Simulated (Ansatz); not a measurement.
# Sc (P6_3/mmc, 2 atoms in the cell) under biaxial strain in the (0001) plane, that of a and b, part 2 of 2

Wanted: the shifts of the zone-centre modes of Sc (P6_3/mmc, 2 atoms in the cell) with strain.

Ansatz 0.2.0; DFT LDA, scalar-relativistic, plane waves, PAW; PAW set soft_1.

So far. Step 4 (Tight relaxation): The forces vanish by symmetry and the pressure is -0.004 GPa, within the tolerances set. The cell now holds 22.51 Å³/atom.

## 5. Zone-centre response at rest

The force constants come from the linear response of the density to a displacement.

The modes at rest are the reference of the series.

input.yaml

```yaml
crystal:
  lattice:
    - [3.2304488863, 0.0, 0.0]
    - [-1.6152244432, 2.7976508012, 0.0]
    - [0.0, 0.0, 4.982245406]
  atoms:
    - { symbol: Sc, position: [0.3333333333, 0.6666666667, 0.25] }
    - { symbol: Sc, position: [0.6666666667, 0.3333333333, 0.75] }
kpoints:
  mp_grid: { grid: [15, 15, 8] }
hamiltonian:
  xc: lda
  pseudopotentials: { kind: paw, azcp: { folder: soft_1 }, xc_functional: pbe }
scf:
  occupations: { method: methfessel_paxton, width: 0.2 }
output:
  eigenvalues: true
phonons:
  method: dfpt
```

Run with:

```sh
ansatz run input.yaml --threads 4 --pin off --max-ram 10240MiB --backend cpu --events-out ev --progress --plain --runs-dir out
```

Numbers of over 12 decimals in the logs are rounded to 6 here.

Output:

```text
zone centre: on kpoints.mp_grid the ground state, and the responses unless they are solved on pairs of k-points, stand on 320 of the mesh's 1800 k-points, reduced under 4 symmetry operations, with k and −k counted as one. Each operation leaves every solved displacement unchanged or reverses it
[...]
Crystal: 2 atoms, lattice volume = 45.028 Å³
Basis set: ecut = 420 eV, 905 PW (Γ), exchange–correlation on 48×48×72 points (8 copies of the dense FFT grid, shifted against one another)
Bands: 15, of which v1, the nominal top of the filled ones, is band 11 counted from 1 (10 counted from 0)
Symmetry: 24 space group operations
k-points: 320 of 1800 (irreducible under 4 space group operations, time reversal used)
[...]
SCF iter   1: F=—  HF=-4178.148700 eV  |F-HF|=—  |Δ(HF+E_count)|=         —  Δρ=2.41e-2  dr2=3.16e-1  ethr=3.10e-3  ⟨swp⟩=3.1  Hψ=17592  notcnv=0
[...]
SCF iter   8: F=-4178.028237 eV  HF=-4178.028237 eV  |F-HF|=5.46e-12  |Δ(HF+E_count)|=  3.00e-11  S|Δr|=    0.00e0  Δρ=1.22e-7  dr2=5.72e-12  ethr=1.00e-12  ⟨swp⟩=3.0  Hψ=18854  notcnv=0
SCF 1 converged in 8 iterations: F = -4178.028237 eV  dr2 = 5.72e-12
[...]
DFPT response loops at Γ: preconditioner auto → Kerker (q_TF=auto, 2.421 Å⁻¹) (partly filled bands, converged f_vac=0.000); β = 1.00, the filter's whole step (`scf.mixing.beta` (0.50) is not read by the response loops under this deck's `scf.mixing.preconditioner`; to damp them name `kerker` or `kerker_dos`, under which they read `scf.mixing.beta`, and type it under 1.00, their step now; both keys bind the ground state too); Broyden in place of MSR1
SCF converged after 8 iterations
[...]
Free energy (F): -4178.028237 eV
[...]
Internal energy: -4178.026201 eV  (E = F + TS)
E sigma→0 (E₀):  -4178.027728 eV
Entropy (-TS):   -0.002036 eV (-1.018 meV/atom)
Fermi energy:    9.895563 eV
Step filling:    the computed levels leave a gap of 0.0000 eV = 0.0 smearing widths at the electron count; against every level under it full and every level over it empty, smearing changes F+E_penalty+E_count by +1.308 meV and its σ→0 estimate by +1.817 meV
[...]
--- Band table (eV; the first three rows and the last of 320) ---
  k-point 0: bands = [... 7 lower, -17.3795, 4.6720, 8.1425, 10.9054, 11.5297, 11.5297, 11.8972, 12.0531]
  k-point 1: bands = [... 7 lower, -17.4041, 4.7889, 8.0353, 10.7949, 11.4604, 11.4604, 11.8169, 11.9735]
  k-point 2: bands = [... 7 lower, -17.4393, 5.1304, 7.6721, 10.6505, 11.3659, 11.3659, 11.5927, 11.7852]
  k-point 319: bands = [... 7 lower, -17.4924, 8.5079, 8.5079, 10.0608, 10.0608, 10.6854, 10.6854, 12.2643]
--- Phonons (Γ-DFPT): 2 representative perturbations + reference, on 320 of 1800 k-points (Σ response iterations 6) ---
  k mesh reduced under 4 symmetry operations, with k and −k counted as one. Each operation leaves every solved displacement unchanged or reverses it
  ASR residual: 8.010e-5 → 0.000e0 eV/Å²; symmetrization residual: 2.437e-10 eV/Å²
  ASR residual per site (eV/Å²): 8.01e-5 8.01e-5
  Γ frequencies (cm⁻¹): 0.00 0.00 0.00 137.46 137.46 239.99
  non-analytic LO–TO correction: not included (Born effective charges unavailable; polar crystals: no LO–TO splitting at Γ)
```

Wall time 61 s (4 threads of Intel Xeon at 2.50GHz (Skylake/Cascade Lake), shared host); peak memory 0.98 GiB.

Numbers from this step:

| Property | Result |
| --- | --- |
| sum-rule residual before enforcement | 8.01e-5 eV/Å² |
| point group | 6/mmm |
| highest optical mode at the zone centre (no LO-TO term) | 240.0 cm⁻¹ |
| lowest optical zone-centre mode | 137.5 cm⁻¹ |

Patterns of degenerate modes are one choice out of their space. Modes at Γ:

| mode | frequency (cm⁻¹) | symmetry |
| --- | --- | --- |
| 1 | 0.0 | acoustic |
| 2 | 0.0 | acoustic |
| 3 | 0.0 | acoustic |
| 4 | 137.5 | E2g |
| 5 | 137.5 | E2g |
| 6 | 240.0 | B1g |

Displacements in mode 4 (137.5 cm⁻¹), the largest set to 1:
```
Sc1 -1.00  0.00  0.00
Sc2  1.00  0.00  0.00
```

Displacements in mode 6 (240.0 cm⁻¹), the largest set to 1:
```
Sc1  0.00  0.00  1.00
Sc2  0.00  0.00 -1.00
```

Before it was imposed, the acoustic sum rule was missed by 8.0e-5 eV/Å². Small misses are needed for a sound result but don't prove that mesh and cutoff are converged. The lowest optical mode is real, 137 cm⁻¹.

## 6. Relaxation of a member: biaxial strain of +4 % in the (0001) plane, that of a and b

The cell takes a biaxial strain of +4 % in the (0001) plane, that of a and b. The strained lengths are held, while the rest of the cell and the atoms relax.

input.yaml, the sections that differ from step 5:

```yaml
crystal:
  lattice:
    - [3.3596668418, 0.0, 0.0]
    - [-1.6798334209, 2.9095568333, 0.0]
    - [0.0, 0.0, 4.8986362717]
  atoms:
    - { symbol: Sc, position: [0.3333333333, 0.6666666667, 0.25] }
    - { symbol: Sc, position: [0.6666666667, 0.3333333333, 0.75] }
output:
  forces: true
  stress: true
  eigenvalues: true
relax:
  adjacent_minimum: "off"
  f_tol: 0.001
  max_steps: 60
  cell: { stress_tol: 0.01, fix: [a, b, gamma] }
# kpoints, hamiltonian, scf: as in step 5
# phonons: removed
```

Output:

```text
[...]
Crystal: 2 atoms, lattice volume = 47.885 Å³
Basis set: ecut = 420 eV, 929 PW (Γ)
Bands: 15, of which v1, the nominal top of the filled ones, is band 11 counted from 1 (10 counted from 0)
Symmetry: 24 space group operations
[...]
k-points: 135 of 1800
[...]
k-point 134: bands = [... 7 lower, -18.2891, 8.7851, 8.7851, 9.0591, 9.0591, 9.5374, 9.5374, 11.7122]
--- Relaxed structure (3 steps of the walk, 3 accepted, 1 SCFs on fresh bases) ---
[...]
cell:  # Å, volume = 47.6250 Å³
    - [3.359667, 0, 0]
    - [-1.679833, 2.909557, 0]
    - [0, 0.0, 4.872049]
  atoms:
    - { symbol: Sc, position: [0.333333, 0.666667, 0.25] }
    - { symbol: Sc, position: [0.666667, 0.333333, 0.75] }
[key lines of the parts left out:]
SCF converged after 4 iterations
Free energy (F): -4177.971343 eV
Fermi energy:    9.212513 eV
P = ⅓ Tr σ = -3.1926 GPa (-31.926 kbar)
```

Elapsed: 17 s, on 4 threads; peak memory 0.43 GiB.

Step by step:

| step | energy less that of the first step (eV) | largest force component (eV/Å) | pressure (GPa) | volume (Å³) |
| --- | --- | --- | --- | --- |
| 1 | 0.0000 | 0.0000 | -3.46 | 47.88 |
| 2 | -0.0005 | 0.0000 | -3.20 | 47.63 |
| 3 | -0.0005 | 0.0000 | -3.19 | 47.62 |
| 4* | -0.0005 | 0.0000 | -3.19 | 47.62 |

Relaxation steps marked * repeat the geometry before them on a plane-wave basis chosen anew for their cell, so energy and pressure can jump there.

Forces are held to the 24 operations that the run works with; a distortion that breaks them can't arise in this run.

| conventional cell, symmetrised | before | after | change |
| --- | --- | --- | --- |
| a (Å) | 3.360 | 3.360 | +0.0 % |
| b (Å) | 3.360 | 3.360 | +0.0 % |
| c (Å) | 4.899 | 4.872 | -0.5 % |
| volume (Å³/atom) | 23.94 | 23.81 | -0.5 % |

The relaxed structure:

```xyz
2
Lattice="3.3597 0.0000 0.0000 -1.6798 2.9096 0.0000 0.0000 0.0000 4.8720" Properties=species:S:1:pos:R:3 pbc="T T T"
Sc    0.0000    1.9397    1.2180
Sc    1.6798    0.9699    3.6540
```

This step gave:

| Property | Result |
| --- | --- |
| pressure | -3.193 GPa |
| volume per atom | 23.81 Å³ |

The forces vanish by symmetry.

## 7. Modes of this member: biaxial strain of +4 % in the (0001) plane, that of a and b

The zone-centre modes follow for biaxial strain of +4 % in the (0001) plane, that of a and b.

input.yaml, the sections that differ from step 6:

```yaml
crystal:
  lattice:
    - [3.3596668418, 0.0, 0.0]
    - [-1.6798334209, 2.9095568333, 0.0]
    - [0.0, 0.0, 4.8720487601]
  atoms:
    - { symbol: Sc, position: [0.3333333333, 0.6666666667, 0.25] }
    - { symbol: Sc, position: [0.6666666667, 0.3333333333, 0.75] }
output:
  eigenvalues: true
phonons:
  method: dfpt
# kpoints, hamiltonian, scf: as in step 6
# relax: removed
```

Output:

```text
[...]
Crystal: 2 atoms, lattice volume = 47.625 Å³
Basis set: ecut = 420 eV, 917 PW (Γ), exchange–correlation on 48×48×72 points (8 copies of the dense FFT grid, shifted against one another)
Bands: 15, of which v1, the nominal top of the filled ones, is band 11 counted from 1 (10 counted from 0)
Symmetry: 24 space group operations
k-points: 320 of 1800 (irreducible under 4 space group operations, time reversal used)
[...]
SCF iter   1: F=—  HF=-4178.093962 eV  |F-HF|=—  |Δ(HF+E_count)|=         —  Δρ=2.38e-2  dr2=3.32e-1  ethr=3.10e-3  ⟨swp⟩=3.0  Hψ=17495  notcnv=0
[...]
SCF iter   8: F=-4177.971343 eV  HF=-4177.971343 eV  |F-HF|=5.46e-12  |Δ(HF+E_count)|=  4.00e-11  S|Δr|=    0.00e0  Δρ=1.23e-7  dr2=5.96e-12  ethr=1.00e-12  ⟨swp⟩=3.2  Hψ=19634  notcnv=0
[...]
SCF 1 converged in 8 iterations: F = -4177.971343 eV  dr2 = 5.96e-12
[...]
SCF converged after 8 iterations
[...]
Free energy (F): -4177.971343 eV
[...]
Internal energy: -4177.968351 eV  (E = F + TS)
E sigma→0 (E₀):  -4177.970595 eV
Entropy (-TS):   -0.002992 eV (-1.496 meV/atom)
Fermi energy:    9.212513 eV
[...]
--- Band table (eV; the first three rows and the last of 320) ---
  k-point 0: bands = [... 7 lower, -18.2083, 4.1099, 7.6305, 10.5871, 10.7166, 10.7166, 11.2653, 11.2653]
  k-point 1: bands = [... 7 lower, -18.2312, 4.2312, 7.5387, 10.4282, 10.6003, 10.6003, 11.1915, 11.1915]
  k-point 2: bands = [... 7 lower, -18.2958, 4.5855, 7.2007, 10.2014, 10.4664, 10.4664, 10.9537, 10.9537]
  k-point 319: bands = [... 7 lower, -18.3042, 7.8782, 7.8782, 9.3692, 9.3692, 10.0077, 10.0077, 11.4364]
[...]
ASR residual: 8.366e-5 → 0.000e0 eV/Å²; symmetrization residual: 3.204e-13 eV/Å²
  ASR residual per site (eV/Å²): 8.37e-5 8.37e-5
  Γ frequencies (cm⁻¹): 0.00 0.00 0.00 144.33 144.33 251.66
[...]
```

The job ended after 53 s (4 threads; peak memory 1 GiB; 2.2 min of CPU time).

This step gave:

```
sum-rule residual before enforcement                    : 8.37e-5 eV/Å²
highest optical mode at the zone centre (no LO-TO term) : 251.7 cm⁻¹
lowest optical zone-centre mode                         : 144.3 cm⁻¹
```

Patterns of degenerate modes are one choice out of their space. Modes at Γ:

| mode | frequency (cm⁻¹) | symmetry |
| --- | --- | --- |
| 1 | 0.0 | acoustic |
| 2 | 0.0 | acoustic |
| 3 | 0.0 | acoustic |
| 4 | 144.3 | E2g |
| 5 | 144.3 | E2g |
| 6 | 251.7 | B1g |

The lowest optical mode is real, 144 cm⁻¹, and the highest lies at 251.7 cm⁻¹.

For the highest optical mode at the zone centre (no LO-TO term), step 5 gave 240 cm⁻¹; this run, with strain 4 %, gives 252 cm⁻¹ (+5 %).

## 8. Relaxation of a member: biaxial strain of -4 % in the (0001) plane, that of a and b

The cell takes a biaxial strain of -4 % in the (0001) plane, that of a and b. The strained lengths are held, while the rest of the cell and the atoms relax.

input.yaml, the sections that differ from step 7:

```yaml
crystal:
  lattice:
    - [3.1012309309, 0.0, 0.0]
    - [-1.5506154655, 2.6857447692, 0.0]
    - [0.0, 0.0, 5.0834698663]
  atoms:
    - { symbol: Sc, position: [0.3333333333, 0.6666666667, 0.25] }
    - { symbol: Sc, position: [0.6666666667, 0.3333333333, 0.75] }
output:
  forces: true
  stress: true
  eigenvalues: true
relax:
  adjacent_minimum: "off"
  f_tol: 0.001
  max_steps: 60
  cell: { stress_tol: 0.01, fix: [a, b, gamma] }
# kpoints, hamiltonian, scf: as in step 7
# phonons: removed
```

Output:

```text
[...]
Crystal: 2 atoms, lattice volume = 42.341 Å³
Basis set: ecut = 420 eV, 833 PW (Γ)
Bands: 15, of which v1, the nominal top of the filled ones, is band 11 counted from 1 (10 counted from 0)
Symmetry: 24 space group operations
[...]
k-points: 135 of 1800
[...]
--- Relaxed structure (3 steps of the walk, 3 accepted, 1 SCFs on fresh bases) ---
[...]
cell:  # Å, volume = 42.6910 Å³
    - [3.101231, 2.8867549702673283e-11, 4.746188105364725e-19]
    - [-1.550615, 2.685745, -2.3730940527206214e-19]
    - [7.779847663984864e-19, 0, 5.125515]
  atoms:
    - { symbol: Sc, position: [0.333333, 0.666667, 0.250000] }
    - { symbol: Sc, position: [0.666667, 0.333333, 0.750000] }
[key lines of the parts left out:]
SCF converged after 4 iterations
Free energy (F): -4177.966586 eV
Fermi energy:    10.583437 eV
P = ⅓ Tr σ = 3.6629 GPa (36.629 kbar)
```

It took 17 s on 4 threads; peak memory 0.42 GiB.

Relaxation path:

| step | energy less that of the first step (eV) | largest force component (eV/Å) | pressure (GPa) | volume (Å³) |
| --- | --- | --- | --- | --- |
| 1 | 0.0000 | 0.0000 | 4.26 | 42.34 |
| 2 | -0.0010 | 0.0000 | 3.65 | 42.70 |
| 3 | -0.0010 | 0.0000 | 3.66 | 42.69 |
| 4* | -0.0010 | 0.0000 | 3.66 | 42.69 |

Relaxation steps marked * repeat the geometry before them on a plane-wave basis chosen anew for their cell, so energy and pressure can jump there.

The run keeps the 24 symmetry operations that it works with, so distortions that break them were not tested.

| conventional cell, symmetrised | before | after | change |
| --- | --- | --- | --- |
| a (Å) | 3.101 | 3.101 | -0.0 % |
| b (Å) | 3.101 | 3.101 | -0.0 % |
| c (Å) | 5.083 | 5.126 | +0.8 % |
| volume (Å³/atom) | 21.17 | 21.35 | +0.8 % |

The relaxed structure:

```xyz
2
Lattice="3.1012 0.0000 0.0000 -1.5506 2.6857 0.0000 0.0000 0.0000 5.1255" Properties=species:S:1:pos:R:3 pbc="T T T"
Sc    0.0000    1.7905    1.2814
Sc    1.5506    0.8952    3.8441
```

Numbers from this step:

```
pressure        : 3.663 GPa
volume per atom : 21.35 Å³
```

The forces vanish by symmetry.

The cell grew by 0.8 % in volume.

## 9. Modes of this member: biaxial strain of -4 % in the (0001) plane, that of a and b

The zone-centre modes follow for biaxial strain of -4 % in the (0001) plane, that of a and b.

input.yaml, the sections that differ from step 8:

```yaml
crystal:
  lattice:
    - [3.1012309309, 0.0, 0.0]
    - [-1.5506154655, 2.6857447692, 0.0]
    - [0.0, 0.0, 5.1255146491]
  atoms:
    - { symbol: Sc, position: [0.3333333333, 0.6666666667, 0.25] }
    - { symbol: Sc, position: [0.6666666667, 0.3333333333, 0.75] }
output:
  eigenvalues: true
phonons:
  method: dfpt
# kpoints, hamiltonian, scf: as in step 8
# relax: removed
```

Output:

```text
[...]
Crystal: 2 atoms, lattice volume = 42.691 Å³
Basis set: ecut = 420 eV, 833 PW (Γ), exchange–correlation on 48×48×72 points (8 copies of the dense FFT grid, shifted against one another)
Bands: 15, of which v1, the nominal top of the filled ones, is band 11 counted from 1 (10 counted from 0)
Symmetry: 24 space group operations
k-points: 320 of 1800 (irreducible under 4 space group operations, time reversal used)
[...]
k-point 1: bands = [... 7 lower, -16.5633, 5.3639, 8.5194, 11.1186, 12.1391, 12.3093, 12.3093, 12.7327]
  k-point 2: bands = [... 7 lower, -16.5718, 5.6887, 8.1341, 11.0528, 11.9386, 12.2589, 12.2589, 12.5979]
  k-point 319: bands = [... 7 lower, -16.6899, 9.1523, 9.1523, 10.7427, 10.7427, 11.3861, 11.3861, 13.0707]
[...]
ASR residual: 4.064e-5 → 0.000e0 eV/Å²; symmetrization residual: 1.944e-10 eV/Å²
  ASR residual per site (eV/Å²): 4.06e-5 4.06e-5
  Γ frequencies (cm⁻¹): 0.00 0.00 0.00 121.28 121.28 212.80
[...]
[key lines of the parts left out:]
SCF converged after 8 iterations
Free energy (F): -4177.966587 eV
Fermi energy:    10.583438 eV
```

It took 42 s on 4 threads; peak memory 0.95 GiB; 1.9 min of CPU time.

This step gave:

- sum-rule residual before enforcement: 4.06e-5 eV/Å²
- highest optical mode at the zone centre (no LO-TO term): 212.8 cm⁻¹
- lowest optical zone-centre mode: 121.3 cm⁻¹

Patterns of degenerate modes are one choice out of their space. Modes at Γ:

| mode | frequency (cm⁻¹) | symmetry |
| --- | --- | --- |
| 1 | 0.0 | acoustic |
| 2 | 0.0 | acoustic |
| 3 | 0.0 | acoustic |
| 4 | 121.3 | E2g |
| 5 | 121.3 | E2g |
| 6 | 212.8 | B1g |

The lowest optical mode is real, 121 cm⁻¹, and the highest lies at 212.8 cm⁻¹.

For the highest optical mode at the zone centre (no LO-TO term), step 5 gave 240 cm⁻¹; this run, with strain -4 %, gives 213 cm⁻¹ (-11 %).

## 10. All members side by side

The members are set side by side, also those not shown above.

Stress is positive in compression; energies are extrapolated to zero smearing, and E0 is that at rest; the edges not held and the atoms are relaxed in each cell; all runs use 15×15×8 k points and Methfessel-Paxton smearing of 0.2 eV. State of the crystal along the series:

| strain (%) | in-plane stress (GPa) | free strain along c (%) | E - E0 (meV/atom) |
| --- | --- | --- | --- |
| -4 | 5.494 | 2.876 | 31.3 |
| -3 | 4.164 | 2.032 | 17.73 |
| -2 | 2.78 | 1.278 | 7.871 |
| -1 | 1.376 | 0.607 | 1.954 |
| 0 | -0.002045 | 0 | 0 |
| 1 | -1.316 | -0.586 | 1.878 |
| 2 | -2.557 | -1.146 | 7.404 |
| 3 | -3.717 | -1.678 | 16.37 |
| 4 | -4.788 | -2.212 | 28.57 |

Optical modes are counted from below at rest and tracked from member to member by their patterns, and modes that stay within 0.3 cm⁻¹ of each other stand once; labels, where given, are those at rest; the edges not held and the atoms are relaxed in each cell; all runs use 15×15×8 k points and Methfessel-Paxton smearing of 0.2 eV. Optical modes along the series:

| strain (%) | optical mode 1 E2g (cm⁻¹) | optical mode 2 B1g (cm⁻¹) |
| --- | --- | --- |
| -4 | 121.3 | 212.8 |
| -3 | 126.2 | 221.5 |
| -2 | 130.8 | 229.1 |
| -1 | 134.5 | 235.2 |
| 0 | 137.5 | 240 |
| 1 | 139.8 | 243.9 |
| 2 | 141.7 | 247.1 |
| 3 | 143.2 | 249.6 |
| 4 | 144.3 | 251.7 |

Value and slope at zero strain of a cubic (a lower polynomial where under five rows exist) through the rows within 2 % of rest. Slopes at rest:

| mode | frequency (cm⁻¹) | shift per percent of strain (cm⁻¹) | shift per GPa of compressive stress (cm⁻¹) |
| --- | --- | --- | --- |
| optical mode 1 E2g | 137.5 | 2.63 | -1.95 |
| optical mode 2 B1g | 240 | 4.33 | -3.21 |

## 11. Outcome

* members: 9
* highest optical mode at the zone centre (no LO-TO term), at rest: 240.0 cm⁻¹
* biaxial modulus in the (0001) plane, that of a and b: 135 GPa
* optical mode 1 E2g, shift per percent: 2.63 cm⁻¹
* optical mode 2 B1g, shift per percent: 4.33 cm⁻¹

In words: The stress changes by 1.35 GPa for each percent, a biaxial modulus of 135 GPa in the (0001) plane, that of a and b. For each percent the free edge responds with -0.59 %. Within 2 % of rest optical mode 1 E2g and optical mode 2 B1g bend away from a straight line, so a single slope holds only near rest. These are harmonic frequencies at zero temperature: anharmonic shifts, linewidths and thermal expansion are left out. With no gap, or one that is small against the smearing, the frequencies hang on the k mesh and the smearing, most of all near Kohn anomalies. The PAW files were made for PBE; the program adapts parts of them to the functional of the run, but their partial waves stay those of PBE, an approximation that was not tested in this session. Only the zone centre was solved, so an instability at another wavevector cannot show here.

[Logs are printed without paths, hosts, clocks, repeated set-up lines and the standing remarks that a program may print on its own settings, such as how far it seeks lower states.]

[Hosts, paths, dates, database ids (printed as entryN), source tags and the programs' standing remarks are cut or masked in the printed files.]
